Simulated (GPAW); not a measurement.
# How ZrB absorbs and reflects light

Aim: the dielectric function of ZrB, and the optical constants that follow from it.

Calculated with GPAW 26.7.0; DFT, revPBE, plane-wave PAW (GPAW data sets), scalar-relativistic, RPA, optical limit.

Report form: the programs' logs are mostly left out.

## 1. Set-up

It takes space group Fm-3m (No. 225, cubic). The conventional cell has a = 4.650 Å, b = 4.650 Å, c = 4.650 Å, α = 90.00°, β = 90.00°, γ = 90.00°. Nearest to Zr lie 6 B at 2.33 Å. Nearest to B lie 6 Zr at 2.33 Å. Farther neighbours are not listed.

## 2. Ground state

First the ground state: is it a metal or has it a gap?

This step: DFT, revPBE, plane-wave PAW (GPAW data sets), scalar-relativistic, ground state (GPAW 26.7.0).

gs.py reads:

```python
from ase import Atoms
from ase.dft.bandgap import bandgap
from gpaw import GPAW, PW, FermiDirac

atoms = Atoms(['Zr', 'B'],
              cell=[[0.00000000, 2.32500000, 2.32500000],
                    [2.32500000, 0.00000000, 2.32500000],
                    [2.32500000, 2.32500000, 0.00000000]],
              scaled_positions=[[0.00000000, 0.00000000, 0.00000000],
                                [0.50000000, 0.50000000, 0.50000000]],
              pbc=[True, True, True])
atoms.calc = GPAW(mode=PW(450), xc='revPBE', kpts={'size': (8, 8, 8), 'gamma': True},
                  occupations=FermiDirac(0.05), maxiter=150, txt='gs.txt')
print('energy (eV)', atoms.get_potential_energy())
print('Fermi level (eV)', atoms.calc.get_fermi_level())
print('valence electrons', atoms.calc.get_number_of_electrons())
print('gap (eV)', bandgap(atoms.calc, output=None)[0])
print('direct gap (eV)', bandgap(atoms.calc, direct=True, output=None)[0])
atoms.calc.write('gs.gpw')
```

The run is started by

```bash
> OMP_NUM_THREADS=1 python gs.py
```

It took 5.7 s on 1 thread of Arm Neoverse V2, shared host; peak memory 0.13 GiB.

Numbers from this step:

* energy: -13.73 eV
* Fermi energy: 10.18 eV
* electrons: 15

There are states at the Fermi level within the smearing, so the occupations stay smeared and the carriers get a Drude term.

## 3. Bands for the response

At the fixed density, many empty bands are solved on the mesh of the response, since the spectrum sums over them.

This step: DFT, revPBE, plane-wave PAW (GPAW data sets), scalar-relativistic, bands at fixed density (GPAW 26.7.0).

nscf.py reads:

```python
from ase.dft.bandgap import bandgap
from gpaw import GPAW, FermiDirac

calc = GPAW('gs.gpw').fixed_density(kpts={'size': (16, 16, 16), 'gamma': True}, nbands=26, convergence={'bands': 20},
                                    occupations=FermiDirac(0.05), txt='nscf.txt')
print('gap (eV)', bandgap(calc, output=None)[0])
print('direct gap (eV)', bandgap(calc, direct=True, output=None)[0])
calc.write('full.gpw', mode='all')
```

The run is started by

```bash
> OMP_NUM_THREADS=1 python nscf.py
```

Run time: 31 s. Hardware: 1 thread; peak memory 0.19 GiB.

## 4. Dielectric function, RPA

Transitions between filled and empty bands, summed over the zone, give the optical response, so mesh, band count and broadening shape it.

The induced potential is part of this response.

This step: DFT, revPBE, plane-wave PAW (GPAW data sets), scalar-relativistic, RPA, optical limit (GPAW 26.7.0).

df.py reads:

```python
from gpaw.response.df import DielectricFunction

df = DielectricFunction('full.gpw', frequencies={'type': 'nonlinear', 'domega0': 0.03, 'omega2': 8},
                        ecut=50,
                        eta=0.05,
                        nbands=20,
                        rate=0.1,
                        txt='df.txt')
for direction in ['x']:
    df.get_dielectric_function(xc='RPA', direction=direction, filename=f'df_{direction}.csv')
```

The run is started by

```bash
> OMP_NUM_THREADS=1 python df.py
```

Wall time 8.5 s (1 thread); peak memory 0.23 GiB.

Some rows of df_x.csv (energy; Re and Im without local fields; Re and Im with them):

```text
0.000000, 5977.425275, -0.000000, 5977.360067, -0.000000
0.460735, -227.870421, 136.250158, -227.842260, 136.427571
0.943989, -51.645118, 23.235719, -51.864466, 23.068880
1.451455, -19.862955, 10.602934, -19.936323, 10.520048
1.984998, -3.572563, 12.087519, -3.718707, 12.078306
2.546682, -1.160030, 7.130889, -1.270645, 7.126575
3.138794, 5.087782, 5.164936, 4.946771, 5.121268
3.763875, -0.198414, 8.977144, -0.280995, 9.052441
4.424758, -0.784970, 10.050979, -0.819612, 10.092939
5.124608, 1.275183, 8.066068, 1.196886, 8.065653
5.866977, -0.210444, 10.490055, -0.257668, 10.402464
6.655862, -1.182269, 7.623127, -1.258405, 7.588667
7.495775, 1.068465, 4.804909, 1.086066, 4.762077
8.391833, -4.065536, 3.567232, -4.268410, 3.709854
9.349861, -0.991383, 3.049626, -1.040341, 2.927310
10.376517, -0.516198, 2.839272, -0.728573, 2.808665
11.479449, -2.365551, 4.294974, -2.468156, 4.096839
12.667487, -2.514752, 1.640858, -2.529038, 1.613592
13.950874, -1.636900, 0.797454, -1.675859, 0.764085
```

The Im ε, E ∥ x has structure finer than the step of the table below, so its rows give means over 0.25 eV, whole bins alone (the curve runs from 0.305 to 15.0 eV). Peaks (eV: height): 1.077: 26.5, 1.662: 15.4, 2.022: 13.5, 3.679: 13.0, 4.200: 12.6, 4.840: 12.2, 7.907: 13.6.

Sum at mesh points, not converged in k. Table of Im ε, E ∥ x by photon energy; means over each step:

```tsv
photon energy (eV)	Im ε, E ∥ x
0.50	126
0.75	46.2
1.00	25.0
1.25	19.2
1.50	11.1
1.75	11.3
2.00	11.0
2.25	8.92
2.50	8.01
2.75	8.42
3.00	5.75
3.25	8.73
3.50	10.7
3.75	10.3
4.00	8.04
4.25	11.4
4.50	8.67
4.75	8.65
5.00	9.28
5.25	7.86
5.50	8.77
5.75	9.94
6.00	9.86
6.25	7.55
6.50	8.19
6.75	7.62
7.00	5.84
7.25	5.15
7.50	4.96
7.75	8.54
8.00	11.3
8.25	4.79
8.50	2.93
8.75	2.65
9.00	4.08
9.25	3.60
9.50	3.63
9.75	3.65
10.00	2.79
10.25	3.17
10.50	2.73
10.75	3.63
11.00	5.11
11.25	5.84
11.50	4.43
11.75	4.55
12.00	3.47
12.25	2.96
12.50	2.06
12.75	1.64
13.00	1.47
13.25	1.39
13.50	1.52
13.75	1.15
14.00	0.713
14.25	0.657
14.50	0.693
14.75	0.636
```

Values under 1 per cm are given as 1; sum at mesh points, not converged in k. Table of absorption coefficient, E ∥ x by photon energy:

```tsv
photon energy (eV)	absorption coefficient, E ∥ x (1/cm)
0.492	7.4e5
1.010	6.9e5
1.486	6.6e5
1.985	5.8e5
2.508	5.6e5
3.018	4.4e5
3.510	7.8e5
3.980	7.7e5
4.516	9.7e5
4.981	1.2e6
5.515	1.1e6
6.021	1.5e6
6.494	1.5e6
6.985	1.4e6
7.496	1.0e6
8.026	2.5e6
8.516	1.8e6
9.023	1.5e6
9.483	1.5e6
10.026	1.4e6
10.519	1.3e6
11.029	1.8e6
11.479	2.2e6
12.023	2.4e6
12.504	2.3e6
13.000	2.0e6
13.512	1.9e6
14.040	1.8e6
14.493	1.5e6
```

The Im ε, E ∥ x has structure finer than the step of the table below, so its rows give means over 0.25 eV, whole bins alone (the curve runs from 0.305 to 15.0 eV). Peaks (eV: height): without local fields 1.110: 26.6, 1.662: 15.4, 2.022: 13.6, 3.679: 13.0, 4.200: 12.6, 4.840: 12.2, 7.907: 13.4; with local fields 1.077: 26.5, 1.662: 15.4, 2.022: 13.5, 3.679: 13.0, 4.200: 12.6, 4.840: 12.2, 7.907: 13.6.

Sum at mesh points, not converged in k. The Im ε, E ∥ x by photon energy; means over each step:

```tsv
photon energy (eV)	without local fields	with local fields
0.50	126	126
0.75	46.2	46.2
1.00	25.1	25.0
1.25	19.4	19.2
1.50	11.2	11.1
1.75	11.3	11.3
2.00	11.0	11.0
2.25	8.97	8.92
2.50	8.02	8.01
2.75	8.49	8.42
3.00	5.76	5.75
3.25	8.81	8.73
3.50	10.7	10.7
3.75	10.3	10.3
4.00	8.02	8.04
4.25	11.4	11.4
4.50	8.60	8.67
4.75	8.64	8.65
5.00	9.28	9.28
5.25	7.82	7.86
5.50	8.80	8.77
5.75	10.1	9.94
6.00	9.92	9.86
6.25	7.56	7.55
6.50	8.26	8.19
6.75	7.66	7.62
7.00	5.87	5.84
7.25	5.18	5.15
7.50	4.99	4.96
7.75	8.48	8.54
8.00	11.1	11.3
8.25	4.63	4.79
8.50	2.83	2.93
8.75	2.67	2.65
9.00	4.19	4.08
9.25	3.72	3.60
9.50	3.67	3.63
9.75	3.63	3.65
10.00	2.78	2.79
10.25	3.17	3.17
10.50	2.77	2.73
10.75	3.72	3.63
11.00	5.18	5.11
11.25	6.01	5.84
11.50	4.64	4.43
11.75	4.71	4.55
12.00	3.67	3.47
12.25	3.08	2.96
12.50	2.12	2.06
12.75	1.67	1.64
13.00	1.50	1.47
13.25	1.44	1.39
13.50	1.58	1.52
13.75	1.21	1.15
14.00	0.742	0.713
14.25	0.668	0.657
14.50	0.720	0.693
14.75	0.644	0.636
```

The loss function −Im 1/ε at q → 0, E ∥ x has structure finer than the step of the table below, so its rows give means over 0.25 eV, whole bins alone (the curve runs from 0.305 to 15.0 eV). Peaks (eV: height): 3.018: 0.224, 7.381: 0.237, 8.831: 0.332, 10.096: 0.364, 10.519: 0.390, 13.425: 0.321.

Sum at mesh points, not converged in k. The loss function −Im 1/ε at q → 0, E ∥ x by energy loss; means over each step:

```tsv
energy loss (eV)	loss function −Im 1/ε at q → 0, E ∥ x
0.50	0.00221
0.75	0.00424
1.00	0.00962
1.25	0.0137
1.50	0.0278
1.75	0.0412
2.00	0.0700
2.25	0.0892
2.50	0.113
2.75	0.118
3.00	0.161
3.25	0.0851
3.50	0.0874
3.75	0.0979
4.00	0.113
4.25	0.0824
4.50	0.117
4.75	0.107
5.00	0.110
5.25	0.125
5.50	0.110
5.75	0.0985
6.00	0.0997
6.25	0.128
6.50	0.120
6.75	0.121
7.00	0.155
7.25	0.185
7.50	0.196
7.75	0.112
8.00	0.0699
8.25	0.0866
8.50	0.138
8.75	0.277
9.00	0.235
9.25	0.228
9.50	0.253
9.75	0.239
10.00	0.304
10.25	0.303
10.50	0.358
10.75	0.268
11.00	0.194
11.25	0.159
11.50	0.181
11.75	0.165
12.00	0.162
12.25	0.164
12.50	0.152
12.75	0.190
13.00	0.226
13.25	0.255
13.50	0.291
13.75	0.208
14.00	0.234
14.25	0.340
14.50	0.471
14.75	0.503
```

The reflectivity at normal incidence, E ∥ x has structure finer than the step of the table below, so its rows give means over 0.25 eV, whole bins alone (the curve runs from 0.305 to 15.0 eV). Peaks (eV: height): 2.132: 64.2, 2.898: 46.9, 6.021: 46.1, 6.820: 47.1, 8.208: 66.2, 12.585: 63.0, 13.862: 67.9.

Sum at mesh points, not converged in k. Table of reflectivity at normal incidence, E ∥ x by photon energy; means over each step:

```tsv
photon energy (eV)	reflectivity at normal incidence, E ∥ x (%)
0.50	93.4
0.75	91.7
1.00	87.1
1.25	84.4
1.50	78.3
1.75	71.4
2.00	58.1
2.25	53.6
2.50	46.9
2.75	40.4
3.00	33.7
3.25	33.5
3.50	39.2
3.75	41.5
4.00	34.4
4.25	41.6
4.50	40.6
4.75	34.5
5.00	41.2
5.25	36.1
5.50	36.6
5.75	39.6
6.00	44.7
6.25	42.5
6.50	41.2
6.75	44.8
7.00	42.2
7.25	37.6
7.50	27.7
7.75	34.3
8.00	55.9
8.25	64.4
8.50	59.7
8.75	40.1
9.00	34.0
9.25	40.4
9.50	34.8
9.75	37.3
10.00	35.5
10.25	30.3
10.50	25.1
10.75	22.2
11.00	30.2
11.25	39.6
11.50	43.7
11.75	46.2
12.00	52.2
12.25	54.4
12.50	61.5
12.75	59.6
13.00	57.3
13.25	55.4
13.50	50.8
13.75	62.7
14.00	66.7
14.25	61.3
14.50	54.1
14.75	54.6
```

At chosen wavelengths:

```tsv
wavelength (nm)	n	k	R (%)	1/α
1550	1.95	9.253	91.7	13 nm
1064	1.87	6.313	84.4	13 nm
633	1.91	2.728	52.1	18 nm
450	2.01	1.910	36.8	19 nm
405	1.82	1.205	22.7	27 nm
365	2.74	1.943	38.3	15 nm
248	1.97	2.215	42.5	8.9 nm
```

In reflection the computed colour is yellow: x = 0.344, y = 0.360, luminous reflectivity 54 %.

## 5. Results

At this level (revPBE, RPA) ZrB is a metal. The mesh is too coarse to trust the carriers' weight, the reflectivity or the colour to better than tens of per cent. In reflection the computed colour is yellow: x = 0.344, y = 0.360, luminous reflectivity 54 %. The carriers' damping of 0.1 eV is typed, not computed; it shapes the response at the lowest energies. In this version of GPAW the matrix elements of the optical limit are incomplete, which can lower ε − 1 by up to a tenth where first-row anions or d states rule, and shift it by more in d metals. GPAW's carrier term has the form −ωp²/(ω + i·rate)², which damps like twice the rate and fails at low energy, so the curves leave the lowest energies out. The sum runs over mesh points 0.15 Å⁻¹ apart with no interpolation, so peaks are partly noise of the mesh, and the Drude plasma energy, a sum over the Fermi surface, isn't converged.

[Machine, clock and banner lines and Python warnings are left out of the logs.]

[Logs are printed without paths, hosts, clocks, repeated set-up lines and the standing remarks that a program may print on its own settings, such as how far it seeks lower states.]

[Hosts, paths, dates, database ids (printed as entryN), source tags and the programs' standing remarks are cut or masked in the printed files.]
